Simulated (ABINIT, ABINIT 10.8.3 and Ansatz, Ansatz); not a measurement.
# Excitons of CdF2 (Fm-3m) on ever denser meshes

Wanted: excitons and ε₂ of CdF2 (Fm-3m), with cost.

Program: ABINIT 10.8.3 and Ansatz 0.2.0. Level of theory: PBE and many-body steps on it, plane waves. Results are calculated unless marked as measured.

## (1) Set-up

It takes space group Fm-3m (No. 225, cubic). Conventional cell: a = 5.388 Å, b = 5.388 Å, c = 5.388 Å, α = 90.00°, β = 90.00°, γ = 90.00°. Nearest to Cd lie 8 F at 2.33 Å. Nearest to F lie 4 Cd at 2.33 Å. Farther neighbours and most contacts between anions are not listed.

The cell and positions come from the Crystallography Open Database and are kept as given unless a step says otherwise.

## (2) Empty states on the mesh, 4×4×4 mesh, 100 bands

This step: ABINIT 10.8.3; DFT, PBE, plane waves, norm-conserving pseudopotentials.

The sums over transitions need many empty states on a uniform mesh; this step solves for them.

run.abi reads:

```
acell 3*1.0 Angstrom
rprim 
  0.000000000000 2.694000000000 2.694000000000
  2.694000000000 0.000000000000 2.694000000000
  2.694000000000 2.694000000000 -0.000000000000
ntypat 2
znucl 48 9
natom 3
typat 1 2 2
xred 
  0.000000000000 0.000000000000 0.000000000000
  0.250000000000 0.250000000000 0.250000000000
  0.750000000000 0.750000000000 0.750000000000
pp_dirpath "pseudos"
pseudos "Cd.upf, F.upf"
ecut 47
ngkpt 4 4 4
nshiftk 1
shiftk 0 0 0
kptopt 1
chksymbreak 0
iscf -2
irdden 1
istwfk *1
nband 100
nbdbuf 8
tolwfr 1e-09
nstep 60
prtvol 0
indata_prefix "in"
outdata_prefix "out"
tmpdata_prefix "tmp"
```

Command:

```console
OMP_NUM_THREADS=1 mpirun -n 8 abinit run.abi > log
```

Numbers of over 12 decimals in the logs are rounded to 6 here.

Log:

```text
.Version 10.8.3 of ABINIT. v10.8.2 released Aug 2026.

 Symmetries : space group Fm -3 m (#225); Bravais cF (face-center cubic)
[... echo of the input left out ...]
== DATASET  1 ==================================================================
-   mpi_nproc: 8, omp_nthreads: 1 (-1 if OMP is not activated)

--- !DatasetInfo
iteration_state: {dtset: 1, }
dimensions: {natom: 3, nkpt: 8, mband: 100, nsppol: 1, nspinor: 1, nspden: 1, mpw: 4092, }
cutoff_energies: {ecut:  47.0, pawecutdg:  -1.0, }
[...]
2.89129    2.89129    2.92253    3.00871    3.33867    3.33867    3.33867    3.43665
   3.43665    3.43756    3.44171    3.44171    3.45881    3.45881    3.45881    3.46323
   3.46323    3.46323    3.50697    3.50697
 prteigrs : prtvol=0 or 1, do not print more k-points.

== END DATASET(S) ==============================================================
================================================================================

 -outvars: echo values of variables after computation  --------
            nband         100
             nkpt           8
          spgroup         225
 [... the other variables as echoed above ...]

 Calculation completed.
```

Run time: 18 s. Hardware: 8 MPI ranks of AMD EPYC 7R43, shared host; peak memory 0.67 GiB.

This step gave:

```
gap                                                           : 3.124 eV
k of the valence top                                          : -0.25, 0.5, 0.25
k of the conduction bottom                                    : 0, 0, 0
least direct gap                                              : 3.620 eV
k points computed                                             : 8
lowest point of the top converged band, above the valence top : 85.2242 eV
```

On this mesh the gap is 3.124 eV.

The density comes from a self-consistent run that is not shown.

## (3) Screening, 4×4×4 mesh, 92 bands, screening to 149.7 eV

The RPA dielectric matrix is built and inverted for each q.

This step: RPA screening on PBE, plane waves, norm-conserving pseudopotentials.

Changes to run.abi since step 2:

```diff
@@ -21,10 +21,11 @@
 chksymbreak 0
-iscf -2
-irdden 1
 istwfk *1
-nband 100
-nbdbuf 8
-tolwfr 1e-09
-nstep 60
-prtvol 0
+occopt 1
+irdwfk 1
+optdriver 3
+nband 92
+ecuteps 5.5
+inclvkb 2
+awtr 1
+symchi 1
 indata_prefix "in"
```

Log:

```text
.Version 10.8.3 of ABINIT. v10.8.2 released Aug 2026.

 Symmetries : space group Fm -3 m (#225); Bravais cF (face-center cubic)
[... echo of the input left out ...]
== DATASET  1 ==================================================================
-   mpi_nproc: 8, omp_nthreads: 1 (-1 if OMP is not activated)

--- !DatasetInfo
iteration_state: {dtset: 1, }
dimensions: {natom: 3, nkpt: 8, mband: 92, nsppol: 1, nspinor: 1, nspden: 1, mpw: 4092, }
cutoff_energies: {ecut:  47.0, pawecutdg:  -1.0, }
[...]
--------------------------------------------------------------------------------
[... chi0 elements left out ...]
 For q-point:  0.000010 0.000020 0.000030
  dielectric constant =   2.7550
  dielectric constant without local fields =   2.9090

  Average fulfillment of the sum rule on Im[epsilon] for q-point    1 :     55.36  [%]
[... wings left out ...]
  q-point number  2        q = ( 0.250000, 0.000000, 0.000000) [r.l.u.]
--------------------------------------------------------------------------------
[... chi0 elements left out ...]
  Average fulfillment of the sum rule on Im[epsilon] for q-point    2 :     70.20  [%]

 [... 6 further q-points ...]
```

It took 13 s on 8 MPI ranks; peak memory 1.6 GiB; 1.7 min of CPU time.

Numbers from this step:

```yaml
eps_infinity_with_local_fields_on_this_mesh_along_the_program_s_q_direction: 2.755
the_same_without_local_fields: 2.909
plasma_frequency: 34.62 eV
plane_waves_in_the_screening_matrix: 169
```

Local fields lower ε∞ by 5 %. On a Γ-centred mesh this coarse the value itself is usually too large, while a short band sum pulls it down.

## (4) Self-energy, 4×4×4 mesh, 92 bands, screening to 149.7 eV

The self-energy is evaluated for the states that the input lists, and the levels follow from it, in one-shot runs by the linearised quasiparticle equation.

This step: G0W0 on PBE, plane waves, norm-conserving pseudopotentials.

Changes to run.abi since step 3:

```diff
@@ -24,8 +24,17 @@
 irdwfk 1
-optdriver 3
+optdriver 4
 nband 92
+gwcalctyp 0
+ecutsigx 47
+symsigma 1
+nkptgw 2
+kptgw 
+  -0.2500000000 0.5000000000 0.2500000000
+  0.0000000000 0.0000000000 0.0000000000
+bdgw 
+  16 19
+  15 21
 ecuteps 5.5
-inclvkb 2
-awtr 1
-symchi 1
+irdscr 1
+ppmodel 1
 indata_prefix "in"
```

Log:

```text
.Version 10.8.3 of ABINIT. v10.8.2 released Aug 2026.

 Symmetries : space group Fm -3 m (#225); Bravais cF (face-center cubic)
[... echo of the input left out ...]
== DATASET  1 ==================================================================
-   mpi_nproc: 8, omp_nthreads: 1 (-1 if OMP is not activated)

--- !DatasetInfo
iteration_state: {dtset: 1, }
dimensions: {natom: 3, nkpt: 8, mband: 92, nsppol: 1, nspinor: 1, nspden: 1, mpw: 4092, }
cutoff_energies: {ecut:  47.0, pawecutdg:  -1.0, }
[...]
Band     E0 <VxcDFT>   SigX SigC(E0)      Z dSigC/dE  Sig(E)    E-E0       E
[...]
20  15.876 -10.202  -4.669  -4.170   0.879  -0.137  -9.003   1.199  17.075
       21  15.876 -10.202  -4.669  -4.170   0.879  -0.137  -9.003   1.199  17.075

== END DATASET(S) ==============================================================
================================================================================

 -outvars: echo values of variables after computation  --------
           etotal      0.0000000000E+00
            nband          92
             nkpt           8
          spgroup         225
 [... the other variables as echoed above ...]

 Calculation completed.
```

The job ended after 5.7 s (8 MPI ranks; peak memory 1.5 GiB; 43 s of CPU time).

Numbers from this step:

```yaml
g0w0_gap_on_the_points_computed: 5.304 eV
starting_gap_on_the_mesh: 3.124 eV
k_of_the_valence_top: -0.25, 0.5, 0.25
k_of_the_conduction_bottom: 0, 0, 0
least_direct_g0w0_gap_on_the_computed_points: 6.061 eV
```

The gap on the mesh goes from 3.12 eV to 5.30 eV, a correction of +2.18 eV.

The gap opens by 2.180 eV; the next steps shift the empty bands rigidly by 2.180 eV. The least direct G0W0 gap is 6.061 eV, so this shift leaves the direct transitions −0.26 eV off.

## (5) Excitons

Light makes an electron and a hole together. The Bethe-Salpeter equation adds their screened attraction and their exchange, in a window of bands around the gap.

This step: Bethe-Salpeter equation on PBE with a scissors shift, plane waves, norm-conserving pseudopotentials.

Changes to run.abi since step 4:

```diff
@@ -24,17 +24,17 @@
 irdwfk 1
-optdriver 4
-nband 92
-gwcalctyp 0
-ecutsigx 47
-symsigma 1
-nkptgw 2
-kptgw 
-  -0.2500000000 0.5000000000 0.2500000000
-  0.0000000000 0.0000000000 0.0000000000
-bdgw 
-  16 19
-  15 21
-ecuteps 5.5
+optdriver 99
+bs_calctype 1
+mbpt_sciss 2.180 eV
+bs_loband 8
+nband 19
+bs_exchange_term 1
+bs_coulomb_term 11
+bs_coupling 0
+bs_algorithm 1
+bs_freq_mesh 0 12 0.1 eV
+zcut 0.15 eV
+ecuteps 4
+ecutwfn 23.5
+inclvkb 2
 irdscr 1
-ppmodel 1
 indata_prefix "in"
```

Log:

```text
.Version 10.8.3 of ABINIT. v10.8.2 released Aug 2026.

 Symmetries : space group Fm -3 m (#225); Bravais cF (face-center cubic)
[... echo of the input left out ...]
== DATASET  1 ==================================================================
-   mpi_nproc: 8, omp_nthreads: 1 (-1 if OMP is not activated)

--- !DatasetInfo
iteration_state: {dtset: 1, }
dimensions: {natom: 3, nkpt: 8, mband: 19, nsppol: 1, nspinor: 1, nspden: 1, mpw: 1459, }
cutoff_energies: {ecut:  23.5, pawecutdg:  -1.0, }
electrons: {nelect:   3.40000000E+01, charge:   0.00000000E+00, occopt:   1.00000000E+00, tsmear:   1.00000000E-02, }

 Exciton: Calculation of dielectric properties by solving the Bethe-Salpeter equation
 in frequency domain and reciprocal space on a transitions basis set.
 Based on a program developed by L. Reining, V. Olevano, F. Sottile,
 S. Albrecht, and G. Onida. Incorporated in ABINIT by M. Giantomassi.

.Using double precision arithmetic ; gwpc =  8

[... cell and pseudopotentials left out ...]
--------------------------------------------------------------------------------

 ==== K-mesh for the wavefunctions ====
 Number of points in the irreducible wedge :     8
[... list of points left out ...]
 Together with 48 symmetry operations and time-reversal symmetry
 yields    64 points in the full Brillouin Zone.

 ==== Q-mesh for the screening function ====
 Number of points in the irreducible wedge :     8
[... list of points left out ...]
 Together with 48 symmetry operations and time-reversal symmetry
 yields    64 points in the full Brillouin Zone.

 vcoul_init : cutoff-mode = AUXILIARY_FUNCTION
 q-points for optical limit:   1
     1)      0.000010    0.000020    0.000030
 setmesh: FFT mesh size selected  =    24x   24x   24
          total number of points  =        13824

 ==== Fundamental parameters for the solution of the Bethe-Salpeter equation: ====
 Algorithm: Direct diagonalization.
 Dimension of the v, W matrices,  npweps  = 113
 Cutoff for the wavefunctions,    npwwfn  = 1459
 Number of k-points in the IBZ,   nkibz   = 8
 Highest empty band included,     nband   = 19
 === Spin UP ===
 Number of resonant transitions          1280
 Lowest occupied state                   8
 Highest occupied state                  17
 Lowest unoccupied state                 18
 Highest unoccupied state                19
 Minimum frequency [eV]           Emin    =   0.00
 Maximum frequency [eV]           Emax    =  12.00
 Frequency step [eV]              dE      =   0.10
 Lorentzian broadening [eV]       eta     =   0.15
 RPA L0 with KS energies and KS wavefunctions
 Scissors operator energy [eV] =          2.18
 Local fields effects (v term) included
 Excitonic effects (W term) included
 Full W_GG' included
 W is read from an external SCR file
 Resonant-only calculation (Hermitian case)

 Calculating epsilon_Macro(q-->0,w), along the following directions:
 q = (  0.935591  0.000000  0.000000) [r.l.u.]
 q = (  0.000000  0.935591  0.000000) [r.l.u.]
 q = (  0.000000  0.000000  0.935591) [r.l.u.]
 q = (  0.000000  0.810245  0.810245) [r.l.u.]
 q = (  0.810245  0.000000  0.810245) [r.l.u.]
 q = (  0.810245  0.810245  0.000000) [r.l.u.]
 Number of electrons calculated from density =   33.9745; Expected =   34.0000
 average of density, n =  0.128746
 r_s =    1.2285
 omega_plasma =   34.6117 [eV]

. Writing resonant excitonic Hamiltonian on file out_BSR; file size=   0.01 [Gb].
 Direct diagonalization of the resonant excitonic Hamiltonian, Matrix size= 1280
. Using LAPACK sequential version.
 Excitonic eigenvalues in eV up to n=   32
   4.65218   4.65319   4.65385   5.14325   5.14398   5.14410   6.11347   6.12383
   6.12795   6.35785   6.35912   6.36173   6.48816   6.49127   6.50926   6.51678
   6.51740   6.51848   6.52019   6.52146   6.55340   6.55410   6.76447   6.76615
   6.76683   6.77871   6.77887   6.78271   6.78283   6.78612   6.78734   6.80923

 First excitonic eigenvalue=    4.65 [eV]
 Last  excitonic eigenvalue=   19.46 [eV]

 GW  direct gap       5.80  0.00 [eV]
 EXC direct gap       4.65  0.00 [eV]
 EXC binding energy   1.15  0.00 [eV]

 Excitonic eigenvalues up to the GW energy gap [eV]
  1 (  4.65  0.00)
  2 (  4.65  0.00)
  3 (  4.65  0.00)
  4 (  5.14  0.00)
  5 (  5.14  0.00)
  6 (  5.14  0.00)

 Macroscopic dielectric function:
 omega [eV] <KS_RPA_nlf>  <GW_RPA_nlf>  <BSE>
   0.0000   1.9974   0.0000   1.7728   0.0000   1.9698   0.0000
   0.1000   1.9976   0.0006   1.7729   0.0003   1.9700   0.0006
   0.2000   1.9983   0.0013   1.7732   0.0005   1.9706   0.0011
   0.3000   1.9994   0.0019   1.7736   0.0008   1.9715   0.0017
   0.4000   2.0009   0.0026   1.7742   0.0010   1.9728   0.0022
   0.5000   2.0028   0.0033   1.7749   0.0013   1.9745   0.0028
   0.6000   2.0052   0.0039   1.7759   0.0015   1.9766   0.0034
   0.7000   2.0080   0.0046   1.7770   0.0018   1.9790   0.0040
   0.8000   2.0113   0.0053   1.7783   0.0021   1.9819   0.0046
   0.9000   2.0151   0.0061   1.7798   0.0023   1.9852   0.0052

 Writing KS-RPA macroscopic dielectric function without local fields to file: out_RPA_NLF_MDF
 Writing GW-RPA macroscopic dielectric function without local fields to file: out_GW_NLF_MDF
 Writing EXC Macroscopic dielectric function to file: out_EXC_MDF

== END DATASET(S) ==============================================================
================================================================================

 -outvars: echo values of variables after computation  --------
           etotal      0.0000000000E+00
            nband          19
             nkpt           8
          spgroup         225
 [... the other variables as echoed above ...]

 Calculation completed.
```

Run time: 28 s. Hardware: 8 MPI ranks; peak memory 0.82 GiB; 3.6 min of CPU time.

This step gave:

```yaml
direct_gap_of_the_transition_levels: 5.800 eV
transitions_in_the_window: 1280
first_strong_exciton_over_a_fiftieth_of_the_strongest_listed: 5.143 eV
lowest_state: 4.652 eV
binding_of_the_lowest_state_below_the_direct_gap: 1.147 eV
coulomb_term_of_one_mesh_cell: 1.093 eV
```

The binding is 1.0 times the screened Coulomb term of one mesh cell (1.09 eV), so it is not shown settled.

The lowest state lies at 4.652 eV, 1.147 eV under the direct gap.

Lines within 3 meV are set at the lowest of them, and the highest group, which the list may cut short, is left out. Lines of the exciton spectrum (strongest = 100):

| position (eV) | lines merged | oscillator strength, relative |
| --- | --- | --- |
| 4.652 | 3 | 0.0 |
| 5.143 | 3 | 82 |
| 6.114 | 1 | 0.2 |
| 6.124 | 1 | 0.0 |
| 6.128 | 1 | 0.0 |
| 6.358 | 3 | 100 |
| 6.488 | 1 | 0.0 |
| 6.491 | 1 | 0.0 |
| 6.509 | 1 | 0.0 |

Mean over the three Cartesian directions of q; broadening 0.15 eV; transition window only. Limits: finite bands, cutoff and mesh; d shell near the gap, gap tends to lie low; no spin-orbit coupling; coarse k mesh; exciton not shown settled in the k mesh. The ε₂ by photon energy; read off at these points:

| photon energy (eV) | BSE | no electron-hole interaction | Kohn-Sham, no shift |
| --- | --- | --- | --- |
| 0.00 | 0 | 0 | 0 |
| 0.30 | 0.0017 | 8.0e-4 | 0.0019 |
| 0.60 | 0.0034 | 0.0015 | 0.0039 |
| 1.00 | 0.00587 | 0.0026 | 0.0069 |
| 1.30 | 0.00793 | 0.0035 | 0.0094 |
| 1.60 | 0.0103 | 0.0044 | 0.0123 |
| 1.90 | 0.013 | 0.0054 | 0.016 |
| 2.30 | 0.0175 | 0.0069 | 0.0227 |
| 2.60 | 0.0218 | 0.0082 | 0.0302 |
| 2.90 | 0.0276 | 0.0097 | 0.0421 |
| 3.20 | 0.0354 | 0.0115 | 0.0642 |
| 3.50 | 0.0469 | 0.0136 | 0.118 |
| 3.90 | 0.0739 | 0.0172 | 0.584 |
| 4.20 | 0.115 | 0.021 | 1.05 |
| 4.50 | 0.216 | 0.0261 | 0.270 |
| 4.80 | 0.596 | 0.0336 | 0.223 |
| 5.10 | 3.19 | 0.0457 | 0.405 |
| 5.50 | 0.666 | 0.0817 | 2.12 |
| 5.80 | 0.497 | 0.168 | 1.47 |
| 6.10 | 1.21 | 0.661 | 0.905 |
| 6.40 | 4.07 | 0.934 | 1.94 |
| 6.80 | 1.30 | 0.225 | 0.619 |
| 7.10 | 1.03 | 0.261 | 1.97 |
| 7.30 | 2.07 | 0.434 | 1.23 |
| 7.40 | 1.60 | 0.650 | 0.883 |
| 7.70 | 0.508 | 2.22 | 1.28 |
| 8.00 | 0.895 | 1.33 | 0.657 |
| 8.40 | 0.746 | 1.42 | 2.09 |
| 8.70 | 0.888 | 1.07 | 0.986 |
| 9.00 | 0.879 | 0.638 | 1.01 |
| 9.30 | 1.92 | 2.07 | 0.927 |
| 9.40 | 2.08 | 1.79 | 1.28 |
| 9.60 | 1.25 | 0.859 | 3.00 |
| 10.00 | 0.623 | 0.95 | 1.55 |
| 10.30 | 1.00 | 0.758 | 2.02 |
| 10.60 | 2.84 | 2.11 | 1.18 |
| 10.70 | 2.98 | 2.02 | 1.36 |
| 10.90 | 2.15 | 0.921 | 1.76 |
| 11.30 | 1.41 | 0.940 | 1.03 |
| 11.60 | 0.802 | 1.39 | 0.508 |
| 11.90 | 0.963 | 3.62 | 1.06 |

## (6) Triplet (no exchange term)

Changes to run.abi since step 5:

```diff
@@ -27,5 +27,5 @@
 mbpt_sciss 2.180 eV
-bs_loband 8
+bs_loband 12
 nband 19
-bs_exchange_term 1
+bs_exchange_term 0
 bs_coulomb_term 11
@@ -33,3 +33,3 @@
 bs_algorithm 1
-bs_freq_mesh 0 12 0.1 eV
+bs_freq_mesh 0 10 0.1 eV
 zcut 0.15 eV
```

Log:

```text
.Version 10.8.3 of ABINIT. v10.8.2 released Aug 2026.

 Symmetries : space group Fm -3 m (#225); Bravais cF (face-center cubic)
[... echo of the input left out ...]
== DATASET  1 ==================================================================
-   mpi_nproc: 8, omp_nthreads: 1 (-1 if OMP is not activated)

--- !DatasetInfo
iteration_state: {dtset: 1, }
dimensions: {natom: 3, nkpt: 8, mband: 19, nsppol: 1, nspinor: 1, nspden: 1, mpw: 1459, }
cutoff_energies: {ecut:  23.5, pawecutdg:  -1.0, }
electrons: {nelect:   3.40000000E+01, charge:   0.00000000E+00, occopt:   1.00000000E+00, tsmear:   1.00000000E-02, }

 Exciton: Calculation of dielectric properties by solving the Bethe-Salpeter equation
 in frequency domain and reciprocal space on a transitions basis set.
 Based on a program developed by L. Reining, V. Olevano, F. Sottile,
 S. Albrecht, and G. Onida. Incorporated in ABINIT by M. Giantomassi.

.Using double precision arithmetic ; gwpc =  8

[... cell and pseudopotentials left out ...]
--------------------------------------------------------------------------------

 ==== K-mesh for the wavefunctions ====
 Number of points in the irreducible wedge :     8
[... list of points left out ...]
 Together with 48 symmetry operations and time-reversal symmetry
 yields    64 points in the full Brillouin Zone.

 ==== Q-mesh for the screening function ====
 Number of points in the irreducible wedge :     8
[... list of points left out ...]
 Together with 48 symmetry operations and time-reversal symmetry
 yields    64 points in the full Brillouin Zone.

 vcoul_init : cutoff-mode = AUXILIARY_FUNCTION
 q-points for optical limit:   1
     1)      0.000010    0.000020    0.000030
 setmesh: FFT mesh size selected  =    24x   24x   24
[...]
average of density, n =  0.128746
 r_s =    1.2285
 omega_plasma =   34.6117 [eV]

. Writing resonant excitonic Hamiltonian on file out_BSR; file size=   0.00 [Gb].
 Direct diagonalization of the resonant excitonic Hamiltonian, Matrix size= 768
. Using LAPACK sequential version.
 Excitonic eigenvalues in eV up to n=   32
   4.64506   4.64653   4.64729   5.12596   5.12664   5.12694   6.10515   6.11729
   6.12186   6.32560   6.32721   6.33002   6.47947   6.48321   6.50996   6.51692
   6.51774   6.51867   6.52046   6.52145   6.55081   6.55167   6.75906   6.76081
   6.76154   6.77612   6.77637   6.77951   6.78308   6.78573   6.78659   6.80932

 First excitonic eigenvalue=    4.65 [eV]
 Last  excitonic eigenvalue=   16.13 [eV]

 GW  direct gap       5.80  0.00 [eV]
 EXC direct gap       4.65  0.00 [eV]
 EXC binding energy   1.15  0.00 [eV]

 Excitonic eigenvalues up to the GW energy gap [eV]
  1 (  4.65  0.00)
  2 (  4.65  0.00)
  3 (  4.65  0.00)
  4 (  5.13  0.00)
  5 (  5.13  0.00)
  6 (  5.13  0.00)

 Macroscopic dielectric function:
 omega [eV] <KS_RPA_nlf>  <GW_RPA_nlf>  <BSE>
   0.0000   1.9530   0.0000   1.7345   0.0000   1.9356   0.0000
   0.1000   1.9532   0.0006   1.7345   0.0003   1.9357   0.0006
   0.2000   1.9538   0.0013   1.7348   0.0005   1.9363   0.0011
[...]
0.8000   1.9667   0.0053   1.7398   0.0020   1.9479   0.0047
   0.9000   1.9705   0.0060   1.7413   0.0023   1.9512   0.0053

 Writing KS-RPA macroscopic dielectric function without local fields to file: out_RPA_NLF_MDF
 Writing GW-RPA macroscopic dielectric function without local fields to file: out_GW_NLF_MDF
 Writing EXC Macroscopic dielectric function to file: out_EXC_MDF

== END DATASET(S) ==============================================================
================================================================================

 -outvars: echo values of variables after computation  --------
           etotal      0.0000000000E+00
            nband          19
             nkpt           8
          spgroup         225
 [... the other variables as echoed above ...]

 Calculation completed.
```

It took 11 s on 8 MPI ranks; peak memory 0.74 GiB; 84 s of CPU time.

The lowest triplet lies at 4.645 eV; without spin-orbit coupling triplets are dark, so no spectrum is read.

(Part 1 of 3 ends here.)

[Paths, hosts, dates, memory and timing lines, banners, echoed tables and standing remarks are left out of the program output.]

[Logs are printed without paths, hosts, clocks, repeated set-up lines and the standing remarks that a program may print on its own settings, such as how far it seeks lower states.]

[Runs of the session that timed out or met a known fault of the program may be left out.]

[Hosts, paths, dates, database ids (printed as entryN), source tags and the programs' standing remarks are cut or masked in the printed files.]

[G0W0 gaps are taken among the corrected bands and points alone; a level outside them can change the order at an edge.]

[Where Ansatz stands beside ABINIT at settings called matched, ABINIT's density can come from a denser mesh and the files from another edition; pairs whose starting gaps differed by over 0.03 eV were left out, so agreement reads better than it is.]
